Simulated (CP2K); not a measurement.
Two runs for the C K edge of indole. Run A: CP2K XAS_TDP, all-electron GAPW, PBEh(45%), aug-cc-pVDZ, TDA, no relativity. Run B differs in one setting.

First lines with a strength over 0.0015. A:

| atom | energy (eV) | states | strength, one atom |
| --- | --- | --- | --- |
| C1 (bonded to 2 C and H) | 281.68 | 1 | 0.0496 |
|  | 283.12 | 1 | 0.0031 |
|  | 284.01 | 1 | 0.0101 |
|  | 285.31 | 1 | 0.0018 |
|  | 285.76 | 1 | 0.0016 |
| C2 (bonded to 2 C and H) | 281.52 | 1 | 0.0501 |
|  | 283.63 | 1 | 0.0029 |
|  | 284.10 | 1 | 0.0101 |
|  | 285.79 | 1 | 0.0031 |
|  | 285.89 | 1 | 0.0021 |
| C3 (bonded to 2 C and H) | 281.51 | 1 | 0.0473 |
|  | 284.06 | 1 | 0.0109 |
|  | 285.24 | 1 | 0.0021 |
|  | 285.86 | 1 | 0.0042 |
|  | 285.93 | 1 | 0.0058 |
| C4 (bonded to 2 C and N) | 282.93 | 1 | 0.0564 |
|  | 285.91 | 1 | 0.0020 |
|  | 286.48 | 1 | 0.0032 |
|  | 287.14 | 1 | 0.0034 |
|  | 287.85 | 1 | 0.0132 |
| C6 (bonded to C, N and H) | 282.38 | 1 | 0.0539 |
|  | 284.82 | 1 | 0.0117 |
|  | 285.74 | 1 | 0.0024 |
|  | 285.91 | 1 | 0.0016 |
|  | 286.21 | 1 | 0.0022 |
| C7 (bonded to 2 C and H) | 281.87 | 1 | 0.0409 |
|  | 284.00 | 1 | 0.0077 |
|  | 284.01 | 1 | 0.0090 |
|  | 284.51 | 1 | 0.0023 |
|  | 285.29 | 1 | 0.0023 |

B:

| atom | energy (eV) | states | strength, one atom |
| --- | --- | --- | --- |
| C1 (bonded to 2 C and H) | 287.32 | 1 | 0.0486 |
|  | 288.77 | 1 | 0.0031 |
|  | 289.65 | 1 | 0.0099 |
|  | 290.96 | 1 | 0.0018 |
|  | 291.41 | 1 | 0.0016 |
| C2 (bonded to 2 C and H) | 287.13 | 1 | 0.0491 |
|  | 289.25 | 1 | 0.0029 |
|  | 289.71 | 1 | 0.0099 |
|  | 291.40 | 1 | 0.0030 |
|  | 291.51 | 1 | 0.0021 |
| C3 (bonded to 2 C and H) | 287.21 | 1 | 0.0464 |
|  | 289.76 | 1 | 0.0107 |
|  | 290.94 | 1 | 0.0020 |
|  | 291.56 | 1 | 0.0041 |
|  | 291.63 | 1 | 0.0057 |
| C4 (bonded to 2 C and N) | 288.41 | 1 | 0.0554 |
|  | 291.38 | 1 | 0.0019 |
|  | 291.95 | 1 | 0.0031 |
|  | 292.61 | 1 | 0.0033 |
|  | 293.32 | 1 | 0.0129 |
| C6 (bonded to C, N and H) | 287.97 | 1 | 0.0528 |
|  | 290.41 | 1 | 0.0115 |
|  | 291.33 | 1 | 0.0024 |
|  | 291.50 | 1 | 0.0016 |
|  | 291.80 | 1 | 0.0021 |
| C7 (bonded to 2 C and H) | 287.59 | 1 | 0.0401 |
|  | 289.71 | 1 | 0.0075 |
|  | 289.73 | 1 | 0.0088 |
|  | 290.23 | 1 | 0.0023 |
|  | 291.00 | 1 | 0.0022 |

Which was it: GW2X switched on, the functional, scalar relativity switched on, the basis?

GW2X switched on. GW2X shifts an atom's lines together and keeps their spacings. Against PBEh(45%) in aug-cc-pVDZ, the leading lines move by +5.64 eV (C1, to 287.32), +5.61 eV (C2, to 287.13), +5.70 eV (C3, to 287.21), +5.48 eV (C4, to 288.41), +5.59 eV (C6, to 287.97) and +5.72 eV (C7, to 287.59).

[Hosts, paths, dates, database ids (printed as entryN), source tags and the programs' standing remarks are cut or masked in the printed files.]
